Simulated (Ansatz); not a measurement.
# The perfect C wire along [111], 14 atoms a period, H-terminated, part 2 of 3

Wanted: the relaxed geometry and the bands of the C wire along [111], 14 atoms a period, H-terminated.

Ansatz 0.2.0; DFT PBE, plane waves, PAW; relaxation of a wire's period; PAW set soft_1 (the session's first sound run).

So far. Step 2 (Relaxing the period): The cell's length comes to 6.362 Å with spin left out.

## (3) The perfect wire

This step: DFT PBE, plane waves, PAW; bands of a perfect wire; PAW set soft_1 (Ansatz 0.2.0).

At the relaxed period the bands are computed along the axis; those that cross an energy going forward count the channels that a perfect wire would open there.

input.yaml reads:

```yaml
crystal:
  lattice:
    - [11.153, 0.0, 0.0]
    - [0.0, 11.827, 0.0]
    - [0.0, 0.0, 6.3617670427]
  atoms:
    - { symbol: C, position: [0.500014505, 0.500000875, 0.000124172] }
    - { symbol: C, position: [0.500014505, 0.499999125, 0.249875828] }
    - { symbol: H, position: [0.305779004, 0.480560091, 0.284614806] }
    - { symbol: H, position: [0.385034997, 0.351097794, 0.284603094] }
    - { symbol: H, position: [0.42075397, 0.668348766, 0.284611803] }
    - { symbol: H, position: [0.57927504, 0.668348766, 0.284611803] }
    - { symbol: H, position: [0.614994013, 0.351097794, 0.284603094] }
    - { symbol: H, position: [0.694250006, 0.480560091, 0.284614806] }
    - { symbol: C, position: [0.388254318, 0.439154524, 0.340383485] }
    - { symbol: C, position: [0.500014505, 0.621693521, 0.340387159] }
    - { symbol: C, position: [0.611774692, 0.439154524, 0.340383485] }
    - { symbol: C, position: [0.388333656, 0.439194375, 0.581727654] }
    - { symbol: C, position: [0.500014505, 0.621608469, 0.58173425] }
    - { symbol: C, position: [0.611695354, 0.439194375, 0.581727654] }
    - { symbol: H, position: [0.307209478, 0.604963881, 0.612006873] }
    - { symbol: H, position: [0.500014505, 0.290057208, 0.612000019] }
    - { symbol: H, position: [0.692819532, 0.604963881, 0.612006873] }
    - { symbol: H, position: [0.307209478, 0.395036119, 0.637993127] }
    - { symbol: H, position: [0.500014505, 0.709942792, 0.637999981] }
    - { symbol: H, position: [0.692819532, 0.395036119, 0.637993127] }
    - { symbol: C, position: [0.388333656, 0.560805625, 0.668272346] }
    - { symbol: C, position: [0.500014505, 0.378391531, 0.66826575] }
    - { symbol: C, position: [0.611695354, 0.560805625, 0.668272346] }
    - { symbol: C, position: [0.388254318, 0.560845476, 0.909616515] }
    - { symbol: C, position: [0.500014505, 0.378306479, 0.909612841] }
    - { symbol: C, position: [0.611774692, 0.560845476, 0.909616515] }
    - { symbol: H, position: [0.305779004, 0.519439909, 0.965385194] }
    - { symbol: H, position: [0.385034997, 0.648902206, 0.965396906] }
    - { symbol: H, position: [0.42075397, 0.331651234, 0.965388197] }
    - { symbol: H, position: [0.57927504, 0.331651234, 0.965388197] }
    - { symbol: H, position: [0.614994013, 0.648902206, 0.965396906] }
    - { symbol: H, position: [0.694250006, 0.519439909, 0.965385194] }
kpoints:
  mp_grid: { grid: [1, 1, 13] }
  band_path: { path: ["Γ", Z], npoints: 90 }
scf:
  occupations: { method: fermi_dirac, width: 0.05 }
hamiltonian:
  xc: pbe
  pseudopotentials: { kind: paw, azcp: { folder: soft_1 } }
output:
  dos: { e_range: [-5, 4] }
  write_potential: true
  write_density: true
  volumetric_format: npy
```

Command:

```
$ ansatz run input.yaml --threads 4 --pin off --max-ram 16384MiB --backend cpu --events-out ev --progress --plain --runs-dir out
```

Numbers of over 12 decimals in the logs are rounded to 6 here.

Output:

```text
[...]
Crystal: 32 atoms, lattice volume = 839.159 Å³
Basis set: ecut = 420 eV, 16423 PW (Γ)
Bands: 69, of which v1, the nominal top of the filled ones, is band 37 counted from 1 (36 counted from 0)
Symmetry: 4 space group operations
[...]
k-points: 7 of 13
[...]
SCF iter   1: F=—  HF=-3818.448358 eV  |F-HF|=—  |Δ(HF+E_count)|=         —  Δρ=6.70e-2  dr2=4.55e1  ethr=3.10e-3  ⟨swp⟩=8.3  Hψ=2723  notcnv=0  defer=32
[...]
SCF iter   9: F=-3802.452087 eV  HF=-3802.452087 eV  |F-HF|=1.13e-8  |Δ(HF+E_count)|=   9.97e-8  Δρ=2.24e-6  dr2=3.31e-8  ethr=1.35e-10  ⟨swp⟩=25.4  Hψ=4482  notcnv=0
SCF 1 converged in 9 iterations: F = -3802.452087 eV  dr2 = 3.31e-8
[...]
NSCF: frozen V_eff on 91 k-points
WARN: The output density's exchange-correlation potential varies sharply where the density is thin. Do not read a vacuum level from v_tot or v_xc, or from such a field of the output density. On a cell that repeats whose density bears no net charge and no dipole along the vacuum's axis use v_es (v_loc + v_h of the components); under efield.dipole_correction with no amplitude use v_es + v_field, which holds any externa [...]
SCF converged after 9 iterations
Free energy (F): -3802.452087 eV
[...]
Internal energy: -3802.452087 eV  (E = F + TS)
E sigma→0 (E₀):  -3802.452087 eV
Fermi energy:    -1.570295 eV
[...]
--- Band table (eV; the first three rows and the last of 7) ---
  k-point 0: bands = [... 33 lower, -5.3549, -4.1433, -4.1432, -3.9460, 0.8183, 1.6627, 1.7317, 1.8781, ... 28 higher]
  k-point 1: bands = [... 33 lower, -5.3570, -4.1477, -4.1476, -3.9769, 0.8336, 1.6791, 1.7558, 1.8980, ... 28 higher]
  k-point 2: bands = [... 33 lower, -5.2640, -4.1638, -4.1637, -4.0693, 0.8805, 1.7311, 1.8251, 1.9578, ... 28 higher]
  k-point 6: bands = [... 33 lower, -4.5803, -4.5802, -4.4297, -4.4297, 1.4202, 1.7147, 2.3447, 2.4796, ... 28 higher]
```

Elapsed: 70 s, on 4 threads of Arm Neoverse V2, shared host; peak memory 2.9 GiB.

Numbers from this step:

```
band gap : 4.764 eV
```

Electronic bands along the path, in eV, zero at the Fermi level; v1 is the highest filled band, c1 the lowest empty one:

```csv
point,v4,v3,v2,v1,c1,c2,c3,c4
Γ,-3.78,-2.57,-2.57,-2.38,2.39,3.23,3.30,3.45
halfway,-3.45,-2.70,-2.64,-2.64,2.56,3.42,3.54,3.66
Z,-2.97,-2.97,-2.89,-2.89,3.05,3.21,4.01,4.06
```

The gap is 4.76 eV, with spin left out.

On this path the gap is direct, 4.76 eV, with the valence top at Γ and the conduction bottom at Γ.

## (4) Levels at the same atoms, cutoff 500 eV, k-mesh 1×1×10

This step: DFT r2SCAN, plane waves, PAW; bands of a perfect wire at the PBE geometry; PAW set soft_1 (Ansatz 0.2.0).

The atoms stay at the PBE geometry and the functional changes. r2SCAN also reads the kinetic-energy density; it often gives larger moments and wider gaps than PBE, at a higher cost. Against the first PBE run of this kind, the cutoff is 500 eV against 420 and the mesh along the wire has 10 points against 13.

input.yaml, as its differences from that of step 3:

```diff
@@ -39,3 +39,3 @@
 kpoints:
-  mp_grid: { grid: [1, 1, 13] }
+  mp_grid: { grid: [1, 1, 10] }
   band_path: { path: ["Γ", Z], npoints: 90 }
@@ -44,8 +44,3 @@
 hamiltonian:
-  xc: pbe
+  xc: r2scan
   pseudopotentials: { kind: paw, azcp: { folder: soft_1 } }
-output:
-  dos: { e_range: [-5, 4] }
-  write_potential: true
-  write_density: true
-  volumetric_format: npy
```

Output:

```text
[...]
Crystal: 32 atoms, lattice volume = 839.159 Å³
Basis set: ecut = 500 eV, 21349 PW (Γ), exchange–correlation on 360×360×192 points (64 copies of the dense FFT grid, shifted against one another)
Bands: 69, of which v1, the nominal top of the filled ones, is band 37 counted from 1 (36 counted from 0)
Symmetry: 4 space group operations
[...]
k-points: 6 of 10
[...]
SCF iter   1: F=—  HF=-3826.390660 eV  |F-HF|=—  |Δ(HF+E_count)|=         —  Δρ=6.44e-2  dr2=4.13e1  dr2_τ=5.14e0  ethr=3.10e-3  ⟨swp⟩=9.0  Hψ=2426  notcnv=0  defer=33
[...]
SCF iter   9: F=-3813.918913 eV  HF=-3813.918913 eV  |F-HF|=2.77e-8  |Δ(HF+E_count)|=   1.24e-7  Δρ=1.65e-6  dr2=1.53e-8  dr2_τ=2.84e-9  ethr=1.35e-10  ⟨swp⟩=27.3  Hψ=4123  notcnv=0
SCF 1 converged in 9 iterations: F = -3813.918913 eV  dr2 = 1.53e-8
[...]
SCF converged after 9 iterations
Free energy (F): -3813.918913 eV
[...]
Internal energy: -3813.918913 eV  (E = F + TS)
E sigma→0 (E₀):  -3813.918913 eV
Fermi energy:    -1.404899 eV
[...]
--- Band table (eV; the first three rows and the last of 6) ---
  k-point 0: bands = [... 33 lower, -5.6314, -4.3588, -4.3586, -4.1170, 1.3242, 2.2084, 2.3133, 2.4546, ... 28 higher]
  k-point 1: bands = [... 33 lower, -5.6290, -4.3675, -4.3673, -4.1733, 1.3504, 2.2376, 2.3537, 2.4888, ... 28 higher]
  k-point 2: bands = [... 33 lower, -5.4123, -4.4002, -4.4001, -4.3411, 1.4312, 2.3301, 2.4700, 2.5925, ... 28 higher]
  k-point 5: bands = [... 33 lower, -4.7825, -4.7824, -4.6921, -4.6919, 2.0093, 2.1301, 2.9655, 3.1027, ... 28 higher]
```

Run time: 1.8 min. Hardware: 4 threads; peak memory 4.8 GiB; 7.2 min of CPU time.

Numbers from this step:

| Quantity | Value |
| --- | --- |
| band gap | 5.441 eV |

The electronic bands at the labelled points (eV, zero at the Fermi level; v1 is the highest filled band, c1 the lowest empty one):

```csv
point,v4,v3,v2,v1,c1,c2,c3,c4
Γ,-4.23,-2.95,-2.95,-2.71,2.73,3.61,3.72,3.86
halfway,-3.88,-3.06,-3.02,-3.02,2.90,3.81,3.96,4.08
Z,-3.38,-3.38,-3.29,-3.29,3.41,3.54,4.37,4.51
```

The gap is 5.44 eV, against 4.76 eV under PBE at the relaxed period.

## (5) Another level of theory, level HSE06, cutoff 420 eV

This step: DFT HSE06, plane waves, PAW; levels of a perfect wire at the PBE geometry; PAW set soft_1 (Ansatz 0.2.0).

The atoms stay at the PBE geometry and the functional changes. HSE06 mixes in a quarter of short-range exact exchange, which removes part of the self-interaction that closes gaps; it is dear, so the mesh is thinner and no path is run. Against the first PBE run of this kind, the mesh along the wire has 5 points against 13.

input.yaml, as its differences from that of step 4:

```diff
@@ -39,4 +39,3 @@
 kpoints:
-  mp_grid: { grid: [1, 1, 10] }
-  band_path: { path: ["Γ", Z], npoints: 90 }
+  mp_grid: { grid: [1, 1, 5] }
 scf:
@@ -44,3 +43,3 @@
 hamiltonian:
-  xc: r2scan
+  xc: hse06
   pseudopotentials: { kind: paw, azcp: { folder: soft_1 } }
```

Output:

```text
[...]
Crystal: 32 atoms, lattice volume = 839.159 Å³
Basis set: ecut = 420 eV, 16423 PW (Γ)
Bands: 69, of which v1, the nominal top of the filled ones, is band 37 counted from 1 (36 counted from 0)
Symmetry: 4 space group operations
[...]
k-points: 3 of 5
[...]
SCF iter   6: F=-3802.453705 eV  HF=-3802.453635 eV  |F-HF|=7.08e-5  |Δ(HF+E_count)|=   4.59e-4  Δρ=2.29e-4  dr2=2.55e-4  ethr=4.24e-6  ⟨swp⟩=3.0  Hψ=332  notcnv=0
[...]
Internal energy: -3803.964141 eV  (E = F + TS)
E sigma→0 (E₀):  -3803.964141 eV
Fermi energy:    -1.854483 eV
[...]
--- Band table (eV) ---
  k-point 0: bands = [... 33 lower, -6.2910, -4.9686, -4.9683, -4.7094, 1.0075]
  k-point 1: bands = [... 33 lower, -6.0649, -5.0121, -5.0118, -4.9420, 1.1232]
  k-point 2: bands = [... 33 lower, -5.5677, -5.5675, -5.1968, -5.1965, 1.4916]
  guard bands above this table: 31 of the run's 69 bands. The solve was not asked for them (output.publish_guard_bands: true or output.eigenvalues: true publishes all)
[key lines of the parts left out:]
Free energy (F): -3803.964141 eV
```

Elapsed: 76 s, on 4 threads; peak memory 7.6 GiB.

Numbers from this step:

```
band gap : 5.717 eV
```

The gap is 5.72 eV, against 4.76 eV under PBE at the relaxed period.

(Continued in part 3 of 3.)

[Logs are printed without paths, hosts, clocks, repeated set-up lines and the standing remarks that a program may print on its own settings, such as how far it seeks lower states.]

[Hosts, paths, dates, database ids (printed as entryN), source tags and the programs' standing remarks are cut or masked in the printed files.]
